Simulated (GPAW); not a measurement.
# An In chain with a Pt atom bridging one bond: transmission at several levels

How well does an In chain with a Pt atom bridging one bond conduct at low bias, and how far do basis and functional move the answer?

Main program and level: GPAW 26.7.0; GPAW LCAO, PAW setups; Landauer transmission from Green's functions with principal layers (ASE), zero bias.

### Step 1. Set-up

The cell holds 11 atoms: 10 In and 1 Pt. Cell: a = 9.000 Å, b = 9.000 Å, c = 29.700 Å, α = 90.0°, β = 90.0°, γ = 90.0°. Regions: left lead, 5 atoms (5 In); channel, 1 atom (1 Pt); right lead, 5 atoms (5 In). Vacuum lies along a and b. The structure is stacked along c, and the current runs across the ab planes.

### Step 2. GPAW, dzp

Localised orbitals split the wire into layers that couple to their neighbours alone, which is what the Green's function method needs; double zeta with polarisation is the usual level for numbers.

File run.py:

```python
import json
import numpy as np
from ase import Atoms
from ase.transport.calculators import TransportCalculator
from gpaw import GPAW, FermiDirac
from gpaw.lcao.tools import get_lcao_hamiltonian
from scipy.linalg import eigh

# The junction with lead layers at both ends, along the third cell vector
device = Atoms(
    ['In', 'In', 'In', 'In', 'In', 'Pt', 'In', 'In', 'In', 'In', 'In'],
    positions=[
        [4.50000, 4.50000, 1.47500],
        [4.50000, 4.50000, 4.42500],
        [4.50000, 4.50000, 7.37500],
        [4.50000, 4.50000, 10.32500],
        [4.50000, 4.50000, 13.27500],
        [6.60625, 4.50000, 14.85000],
        [4.50000, 4.50000, 16.42500],
        [4.50000, 4.50000, 19.37500],
        [4.50000, 4.50000, 22.32500],
        [4.50000, 4.50000, 25.27500],
        [4.50000, 4.50000, 28.22500]],
    cell=[[9.0, 0.0, 0.0], [0.0, 9.0, 0.0], [0.0, 0.0, 29.7]],
    pbc=True)

# One principal layer of the lead: the first 3 atoms of the device
lead = Atoms(
    ['In', 'In', 'In'],
    positions=[
        [4.50000, 4.50000, 1.47500],
        [4.50000, 4.50000, 4.42500],
        [4.50000, 4.50000, 7.37500]],
    cell=[[9.0, 0.0, 0.0], [0.0, 9.0, 0.0], [0.0, 0.0, 8.85]],
    pbc=True)

settings = dict(mode='lcao', basis='dzp', xc='PBE', h=0.2,
                occupations=FermiDirac(0.1), maxiter=250,
                mixer=dict(beta=0.1, nmaxold=8, weight=100.0),
                convergence=dict(density=0.0001))
energies = np.arange(-2, 2 + 1e-9, 0.05)
eta = 0.0001
n1, n2 = 1, 1
# k and -k transmit alike, so half of the mesh across the current serves
mesh = [(i, j) for i in range(n1) for j in range(n2) if (i, j) <= (-i % n1, -j % n2)]
weights = np.array([1 if (i, j) == (-i % n1, -j % n2) else 2 for i, j in mesh]) / (n1 * n2)

# [... helper functions left out ...]
fermi_lead = ground_state(lead, (1, 1, 13), 'lead.txt')
fermi_device = ground_state(device, (1, 1, 3), 'device.txt')
# [... loop over the mesh left out, but for ...]
        # Shift the lead onto the potential of the device's first layer
        shift = ((H[:, 0, 0] - H0[:, 0, 0]) / S0[0, 0]).real.mean()
# [...]
kT = 8.617333e-5 * 300
bias = [0.1, 0.2, 0.5, 1.0, 1.5, 2.0]
# [... integrals and printing left out ...]
```

Command:

```console
$ OMP_NUM_THREADS=1 OPENBLAS_NUM_THREADS=1 python run.py
```

The log of the run:

```text
basis functions: device 257, principal layer 69
Fermi level: lead -2.2014 eV, device -2.1883 eV; lead shifted by -0.0083 eV
largest coupling past the next layer 1.88e-06 eV, largest misfit of the first layer 0.034 eV
  E-E_F (eV)   T (one spin)  [channel counts left out]
    -2.000    1.8084e-02
    -1.950    3.7331e-08
    -1.900    1.1138e-08
    -1.850    8.3163e-09
    -1.800    1.0682e-08
    -1.750    2.8710e-08
    -1.700    2.3589e-06
    -1.650    5.6601e-08
    -1.600    2.4320e-08
    -1.550    4.0881e-08
    -1.500    4.7467e-07
    -1.450    1.1712e-06
    -1.400    7.1090e-06
    -1.350    1.7150e-07
    -1.300    5.7213e-08
    -1.250    3.7745e-03
[...]
1.650    2.4143e+00
     1.700    2.4138e+00
     1.750    2.4100e+00
     1.800    2.4029e+00
     1.850    2.3295e+00
     1.900    2.3734e+00
     1.950    2.3515e+00
     2.000    2.3218e+00
conductance at 300 K: 1.1367 G0 a cell; thermopower -8.061 uV/K
current from the zero-bias T(E) at 0.1 V: 8.7781 uA
current from the zero-bias T(E) at 0.2 V: 17.4 uA
current from the zero-bias T(E) at 0.5 V: 41.888 uA
current from the zero-bias T(E) at 1.0 V: 78.531 uA
current from the zero-bias T(E) at 1.5 V: 115.57 uA
current from the zero-bias T(E) at 2.0 V: 157.23 uA
```

Run time: 44 s. Hardware: 1 thread of Arm Neoverse V2, shared host; peak memory 1.1 GiB.

This step gave:

```
conductance                                    : 1.137 G₀
largest coupling past the next principal layer : 1.88e-6 eV
largest misfit of the first principal layer    : 0.03390 eV
shift that aligns the lead                     : -0.008252 eV
basis functions of the junction                : 257
basis functions of a principal layer           : 69
transmission at the Fermi level (one spin)     : 1.150
```

One spin. Table of transmission, zone mean by energy, zero at the Fermi level:

| energy (eV) | transmission, zone mean |
| --- | --- |
| -2.00 | 0.0181 |
| -1.85 | 8.3e-9 |
| -1.70 | 2.4e-6 |
| -1.60 | 2.4e-8 |
| -1.45 | 1.2e-6 |
| -1.30 | 5.7e-8 |
| -1.15 | 8.0e-4 |
| -1.05 | 0.00520 |
| -0.90 | 0.118 |
| -0.75 | 0.739 |
| -0.70 | 0.988 |
| -0.60 | 6.0e-4 |
| -0.50 | 0.264 |
| -0.35 | 0.613 |
| -0.20 | 0.803 |
| -0.05 | 1.07 |
| 0.00 | 1.15 |
| 0.05 | 1.20 |
| 0.20 | 1.27 |
| 0.35 | 1.33 |
| 0.50 | 1.44 |
| 0.60 | 1.55 |
| 0.75 | 1.74 |
| 0.90 | 1.94 |
| 1.05 | 2.12 |
| 1.15 | 2.21 |
| 1.30 | 2.32 |
| 1.45 | 2.38 |
| 1.60 | 2.41 |
| 1.65 | 2.41 |
| 1.70 | 2.41 |
| 1.85 | 2.33 |
| 2.00 | 2.32 |

Not self-consistent under bias; the bias window is split evenly. The current through one cell, from the zero-bias transmission by bias:

```
bias (V)  current through one cell, from the zero-bias transmission (μA)
   0.100                                                            8.78
   0.200                                                            17.4
   0.500                                                            41.9
   1.000                                                            78.5
   1.500                                                             116
   2.000                                                             157
```

Transmission of the three most open eigenchannels against energy, zero at the Fermi level:

| energy (eV) | channel 1 | channel 2 | channel 3 |
| --- | --- | --- | --- |
| -2.00 | 0.0181 | 0 | 0 |
| -1.85 | 8.3e-9 | 0 | 0 |
| -1.70 | 2.4e-6 | 0 | 0 |
| -1.60 | 2.4e-8 | 0 | 0 |
| -1.45 | 1.2e-6 | 0 | 0 |
| -1.30 | 5.7e-8 | 0 | 0 |
| -1.15 | 8.0e-4 | 0 | 0 |
| -1.05 | 0.00520 | 0 | 0 |
| -0.90 | 0.118 | 0 | 0 |
| -0.75 | 0.739 | 0 | 0 |
| -0.60 | 6.0e-4 | 0 | 0 |
| -0.50 | 0.264 | 0 | 0 |
| -0.35 | 0.613 | 0 | 0 |
| -0.20 | 0.803 | 5.0e-9 | 1.7e-9 |
| -0.05 | 0.849 | 0.127 | 0.0983 |
| 0.00 | 0.856 | 0.168 | 0.126 |
| 0.05 | 0.864 | 0.194 | 0.140 |
| 0.20 | 0.889 | 0.218 | 0.161 |
| 0.35 | 0.911 | 0.212 | 0.203 |
| 0.50 | 0.925 | 0.286 | 0.233 |
| 0.60 | 0.932 | 0.367 | 0.248 |
| 0.75 | 0.941 | 0.518 | 0.277 |
| 0.90 | 0.948 | 0.680 | 0.311 |
| 1.05 | 0.954 | 0.818 | 0.347 |
| 1.15 | 0.957 | 0.888 | 0.370 |
| 1.30 | 0.961 | 0.957 | 0.402 |
| 1.45 | 0.991 | 0.964 | 0.428 |
| 1.60 | 0.999 | 0.967 | 0.446 |
| 1.70 | 0.994 | 0.968 | 0.452 |
| 1.85 | 0.970 | 0.936 | 0.423 |
| 2.00 | 0.971 | 0.963 | 0.388 |

Couplings past the next layer reach 1.9e-6 eV, small enough to drop; the matrix elements of the cell's first layer differ from the bulk lead's by up to 0.034 eV. That layer keeps its own values in the calculation, and only beyond it is the lead taken as perfect. The Fermi levels of lead and junction count from different zeros of potential, one for each periodic cell; with both set to zero, the small remaining shift is what aligns them. Without spin-orbit coupling, which is large for these atoms, channel counts and T are those of the scalar-relativistic bands. By hand: G = 1.137 × 77.48 μS = 88.1 μS, a resistance of 11.4 kΩ; at 0.1 V a linear junction would pass 8.81 μA, and the integral over the bias window gives 8.78 μA.

### Step 3. Single-zeta polarised basis

One radial function a shell plus polarisation makes the matrices smaller; the question is what that costs.

run.py, as its differences from that of step 2:

```diff
@@ -36,3 +36,3 @@
 
-settings = dict(mode='lcao', basis='dzp', xc='PBE', h=0.2,
+settings = dict(mode='lcao', basis='szp(dzp)', xc='PBE', h=0.2,
                 occupations=FermiDirac(0.1), maxiter=250,
```

The log of the run:

```text
basis functions: device 155, principal layer 42
Fermi level: lead -2.3506 eV, device -2.3249 eV; lead shifted by -0.0069 eV
largest coupling past the next layer 1.86e-06 eV, largest misfit of the first layer 0.036 eV
  E-E_F (eV)   T (one spin)  [channel counts left out]
    -2.000    4.3913e-09
    -1.950    2.9003e-09
    -1.900    2.6301e-09
    -1.850    3.2350e-09
    -1.800    6.0443e-09
    -1.750    2.7951e-08
    -1.700    4.3008e-07
    -1.650    1.9384e-08
    -1.600    1.3580e-08
    -1.550    3.2506e-08
    -1.500    1.0223e-06
    -1.450    3.7788e-07
    -1.400    9.8481e-07
    -1.350    2.7741e-07
    -1.300    4.1524e-08
    -1.250    6.6489e-08
[...]
1.650    2.4715e+00
     1.700    2.4777e+00
     1.750    2.4821e+00
     1.800    2.4849e+00
     1.850    2.4696e+00
     1.900    2.4834e+00
     1.950    2.4808e+00
     2.000    2.4757e+00
conductance at 300 K: 1.1012 G0 a cell; thermopower -8.82 uV/K
current from the zero-bias T(E) at 0.1 V: 8.5025 uA
current from the zero-bias T(E) at 0.2 V: 16.842 uA
current from the zero-bias T(E) at 0.5 V: 40.401 uA
current from the zero-bias T(E) at 1.0 V: 74.736 uA
current from the zero-bias T(E) at 1.5 V: 113.19 uA
current from the zero-bias T(E) at 2.0 V: 151.44 uA
```

Run time: 36 s. Hardware: 1 thread; peak memory 1 GiB.

Numbers from this step:

```yaml
conductance: 1.101 G₀
largest_coupling_past_the_next_principal_layer: 1.86e-6 eV
largest_misfit_of_the_first_principal_layer: 0.03591 eV
shift_that_aligns_the_lead: -0.006912 eV
basis_functions_of_the_junction: 155
basis_functions_of_a_principal_layer: 42
transmission_at_the_fermi_level_one_spin: 1.115
```

One spin. The transmission, zone mean by energy, zero at the Fermi level:

energy (eV), transmission, zone mean and a bar:
```
    -2.00       0.00 
    -1.90       0.00 
    -1.80       0.00 
    -1.70       0.00 
    -1.55       0.00 
    -1.45       0.00 
    -1.35       0.00 
    -1.25       0.00 
    -1.15       0.01 
    -1.05       0.00 
    -0.90       0.03 
    -0.80       0.11 #
    -0.70       0.34 ####
    -0.60       0.94 ###########
    -0.50       0.05 #
    -0.40       0.40 #####
    -0.25       0.68 ########
    -0.15       0.82 ##########
    -0.05       1.04 #############
     0.00       1.12 #############
     0.05       1.17 ##############
     0.15       1.22 ###############
     0.25       1.27 ###############
     0.40       1.35 ################
     0.50       1.44 #################
     0.60       1.54 ###################
     0.70       1.67 ####################
     0.80       1.80 ######################
     0.90       1.94 #######################
     1.05       2.13 ##########################
     1.15       2.24 ###########################
     1.25       2.32 ############################
     1.35       2.38 #############################
     1.45       2.42 #############################
     1.55       2.45 ##############################
     1.70       2.48 ##############################
     1.80       2.48 ##############################
     1.90       2.48 ##############################
     2.00       2.48 ##############################
```

Not self-consistent under bias; the bias window is split evenly. The current through one cell, from the zero-bias transmission by bias:

```
bias (V)  current through one cell, from the zero-bias transmission (μA)
   0.100                                                            8.50
   0.200                                                            16.8
   0.500                                                            40.4
   1.000                                                            74.7
   1.500                                                             113
   2.000                                                             151
```

Table of transmission of the three most open eigenchannels by energy, zero at the Fermi level:

| energy (eV) | channel 1 | channel 2 | channel 3 |
| --- | --- | --- | --- |
| -1.400 | 9.8e-7 | 0 | 0 |
| -1.200 | 0.00521 | 0 | 0 |
| -1.000 | 9.9e-4 | 0 | 0 |
| -0.800 | 0.113 | 0 | 0 |
| -0.600 | 0.935 | 0 | 0 |
| -0.400 | 0.400 | 0 | 0 |
| -0.200 | 0.746 | 2.2e-9 | 6.2e-10 |
| 0.000 | 0.822 | 0.179 | 0.114 |
| 0.200 | 0.866 | 0.230 | 0.148 |
| 0.400 | 0.901 | 0.239 | 0.213 |
| 0.600 | 0.923 | 0.352 | 0.267 |
| 0.800 | 0.937 | 0.557 | 0.310 |
| 1.000 | 0.948 | 0.766 | 0.360 |
| 1.200 | 0.955 | 0.912 | 0.411 |
| 1.400 | 0.983 | 0.961 | 0.458 |
| 1.600 | 0.999 | 0.966 | 0.499 |
| 1.800 | 0.986 | 0.969 | 0.531 |
| 2.000 | 0.971 | 0.964 | 0.541 |

The conductance, 1.10 G₀, lies 3.1 % below that of the dzp run.

### Step 4. Minimal basis

The minimal basis is the cheapest rung: no second zeta and no polarisation.

run.py, as its differences from that of step 3:

```diff
@@ -36,3 +36,3 @@
 
-settings = dict(mode='lcao', basis='szp(dzp)', xc='PBE', h=0.2,
+settings = dict(mode='lcao', basis='sz(dzp)', xc='PBE', h=0.2,
                 occupations=FermiDirac(0.1), maxiter=250,
```

The log of the run:

```text
basis functions: device 102, principal layer 27
Fermi level: lead -2.2681 eV, device -2.2460 eV; lead shifted by -0.0189 eV
largest coupling past the next layer 1.93e-06 eV, largest misfit of the first layer 0.042 eV
  E-E_F (eV)   T (one spin)  [channel counts left out]
    -2.000    8.7960e-02
    -1.950    5.6836e-02
    -1.900    2.5465e-02
[...]
1.950    2.5007e+00
     2.000    2.4922e+00
conductance at 300 K: 1.1764 G0 a cell; thermopower -8.232 uV/K
current from the zero-bias T(E) at 0.1 V: 9.0796 uA
current from the zero-bias T(E) at 0.2 V: 17.973 uA
current from the zero-bias T(E) at 0.5 V: 43.113 uA
current from the zero-bias T(E) at 1.0 V: 80.882 uA
current from the zero-bias T(E) at 1.5 V: 120.54 uA
current from the zero-bias T(E) at 2.0 V: 161.52 uA
```

Run time: 25 s. Hardware: 1 thread; peak memory 0.96 GiB.

Numbers from this step:

- conductance: 1.176 G₀
- largest coupling past the next principal layer: 1.93e-6 eV
- largest misfit of the first principal layer: 0.04162 eV
- shift that aligns the lead: -0.01886 eV
- basis functions of the junction: 102
- basis functions of a principal layer: 27
- transmission at the Fermi level (one spin): 1.193

The conductance, 1.18 G₀, lies 3.5 % above that of the dzp run.

### Step 5. RPBE in the dzp basis: xc = "RPBE"

Back in the dzp basis, the functional changes from PBE to RPBE, to set the spread between functionals beside that between bases.

run.py, as its differences from that of step 4:

```diff
@@ -36,3 +36,3 @@
 
-settings = dict(mode='lcao', basis='sz(dzp)', xc='PBE', h=0.2,
+settings = dict(mode='lcao', basis='dzp', xc='RPBE', h=0.2,
                 occupations=FermiDirac(0.1), maxiter=250,
```

The log of the run:

```text
basis functions: device 257, principal layer 69
Fermi level: lead -2.0811 eV, device -2.0671 eV; lead shifted by -0.0080 eV
largest coupling past the next layer 1.88e-06 eV, largest misfit of the first layer 0.033 eV
  E-E_F (eV)   T (one spin)  [channel counts left out]
    -2.000    4.4946e-02
    -1.950    5.7265e-03
    -1.900    2.4852e-08
[...]
1.950    2.2797e+00
     2.000    2.2314e+00
conductance at 300 K: 1.1327 G0 a cell; thermopower -7.72 uV/K
current from the zero-bias T(E) at 0.1 V: 8.7481 uA
current from the zero-bias T(E) at 0.2 V: 17.343 uA
current from the zero-bias T(E) at 0.5 V: 41.793 uA
current from the zero-bias T(E) at 1.0 V: 78.616 uA
current from the zero-bias T(E) at 1.5 V: 115.44 uA
current from the zero-bias T(E) at 2.0 V: 157.91 uA
```

It took 46 s on 1 thread; peak memory 1.1 GiB.

Numbers from this step:

* conductance: 1.133 G₀
* largest coupling past the next principal layer: 1.88e-6 eV
* largest misfit of the first principal layer: 0.03349 eV
* shift that aligns the lead: -0.008045 eV
* basis functions of the junction: 257
* basis functions of a principal layer: 69
* transmission at the Fermi level (one spin): 1.146

One spin. Table of transmission, zone mean by energy, zero at the Fermi level:

energy (eV), transmission, zone mean and a bar:
```
    -2.00       0.04 #
    -1.90       0.00 
    -1.80       0.00 
    -1.70       0.00 
    -1.55       0.00 
    -1.45       0.00 
    -1.35       0.00 
    -1.25       0.01 
    -1.15       0.00 
    -1.05       0.01 
    -0.90       0.14 ##
    -0.80       0.51 ######
    -0.70       0.88 ###########
    -0.60       0.01 
    -0.50       0.28 ####
    -0.40       0.53 #######
    -0.25       0.76 #########
    -0.15       0.88 ###########
    -0.05       1.07 #############
     0.00       1.15 ##############
     0.05       1.19 ###############
     0.15       1.24 ################
     0.25       1.28 ################
     0.40       1.36 #################
     0.50       1.44 ##################
     0.60       1.55 ###################
     0.70       1.67 #####################
     0.80       1.81 #######################
     0.90       1.94 ########################
     1.05       2.12 ###########################
     1.15       2.22 ############################
     1.25       2.29 #############################
     1.35       2.34 #############################
     1.45       2.38 ##############################
     1.55       2.39 ##############################
     1.60       2.40 ##############################
     1.70       2.39 ##############################
     1.80       2.37 ##############################
     1.90       2.32 #############################
     2.00       2.23 ############################
```

The conductance, 1.13 G₀, lies 0.3 % below that of the dzp run.

### Step 6. The ladder

Times are for 1 thread of Arm Neoverse V2, shared host. The runs compared:

```
no.       run  conductance (G₀)  time  memory (GiB)
  1       dzp             1.137  44 s           1.1
  2       szp             1.101  36 s           1.0
  3        sz             1.176  25 s          0.96
  4  dzp RPBE             1.133  46 s           1.1
```

### Step 7. Comparison

The curves are compared point by point over the common energies.

This step: comparison of transmission and cost over codes and levels (GPAW 26.7.0).

Ladder, by row:

```csv
step,code,T at the Fermi level (sum over the listed spins),conductance (G0),r.m.s. T(E) from the first,wall time (s),peak memory (GiB),threads
dzp,GPAW,1.15,1.137,0,43.96,1.07,1
szp,GPAW,1.115,1.101,0.159,35.78,1.04,1
sz,GPAW,1.193,1.176,0.171,24.98,0.96,1
dzp-RPBE,GPAW,1.146,1.133,0.03121,45.89,1.07,1
```

Transmission, zone mean, sum over the listed spins against energy, zero at the Fermi level:

| energy (eV) | dzp | szp | sz | dzp-RPBE |
| --- | --- | --- | --- | --- |
| -2.0000 | 0.0181 | 4.4e-9 | 0.0880 | 0.0449 |
| -1.7500 | 2.9e-8 | 2.8e-8 | 5.5e-8 | 4.0e-8 |
| -1.5000 | 4.7e-7 | 1.0e-6 | 1.2e-7 | 6.7e-7 |
| -1.2500 | 0.00377 | 6.6e-8 | 0.00146 | 0.00540 |
| -1.0000 | 0.0208 | 9.9e-4 | 0.00225 | 0.0252 |
| -0.7500 | 0.739 | 0.200 | 0.206 | 0.862 |
| -0.7000 | 0.988 | 0.336 | 0.338 | 0.882 |
| -0.6000 | 6.0e-4 | 0.935 | 0.980 | 0.00839 |
| -0.5000 | 0.264 | 0.0536 | 0.197 | 0.284 |
| -0.2500 | 0.750 | 0.684 | 0.755 | 0.757 |
| 0.0000 | 1.15 | 1.12 | 1.19 | 1.15 |
| 0.2500 | 1.29 | 1.27 | 1.33 | 1.28 |
| 0.5000 | 1.44 | 1.44 | 1.54 | 1.44 |
| 0.7500 | 1.74 | 1.73 | 1.88 | 1.74 |
| 1.0000 | 2.06 | 2.07 | 2.20 | 2.07 |
| 1.2500 | 2.29 | 2.32 | 2.39 | 2.29 |
| 1.5000 | 2.40 | 2.44 | 2.48 | 2.39 |
| 1.6000 | 2.41 | 2.46 | 2.49 | 2.40 |
| 1.6500 | 2.41 | 2.47 | 2.50 | 2.40 |
| 1.7500 | 2.41 | 2.48 | 2.50 | 2.38 |
| 2.0000 | 2.32 | 2.48 | 2.49 | 2.23 |

(Part 1 of 2 ends here.)

[Logs are printed without paths, hosts, clocks, repeated set-up lines and the standing remarks that a program may print on its own settings, such as how far it seeks lower states.]

[Hosts, paths, dates, database ids (printed as entryN), source tags and the programs' standing remarks are cut or masked in the printed files.]
